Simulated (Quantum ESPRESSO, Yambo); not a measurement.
Planning a run of Quantum ESPRESSO 7.5 on WS2 (2H monolayer). The input:

```
&control
  calculation = 'nscf'
  prefix = 'x'
  outdir = 'o'
  pseudo_dir = 'pseudo'
/
&system
  ibrav = 0
  nat = 3
  ntyp = 2
  ecutwfc = 62.0
  nbnd = 58
  force_symmorphic = .true.
  noncolin = .true.
  lspinorb = .true.
/
&electrons
  conv_thr = 1e-9
  electron_maxstep = 80
  diago_full_acc = .true.
  diago_thr_init = 5e-6
/
ATOMIC_SPECIES
  W 183.84 W.upf
  S 32.06 S.upf
CELL_PARAMETERS angstrom
  3.1869316500 0.0000000000 0.0000000000
  -1.5934658250 2.7599637690 0.0000000000
  0.0000000000 0.0000000000 16.0000000000
ATOMIC_POSITIONS crystal
  W 0.3333333333 0.6666666667 0.5000000000
  S 0.6666666667 0.3333333333 0.5982131500
  S 0.6666666667 0.3333333333 0.4017868500
K_POINTS automatic
  9 9 1 0 0 0
```

```sh
OMP_NUM_THREADS=1 mpirun -n 4 pw.x -nk 4 -in pw.in > pw.out
```

Estimate wall time and host memory on 4 MPI ranks of Arm Neoverse V2, shared host.

It took 22 s; on shared hardware allow 11 s to 43 s. Peak host memory was 0.66 GiB.

[Paths, hosts, dates, memory and timing lines, banners, echoed tables and standing remarks are left out of the program output.]

[Logs are printed without paths, hosts, clocks, repeated set-up lines and the standing remarks that a program may print on its own settings, such as how far it seeks lower states.]

[Runs of the session that timed out or met a known fault of the program may be left out.]

[Hosts, paths, dates, database ids (printed as entryN), source tags and the programs' standing remarks are cut or masked in the printed files.]
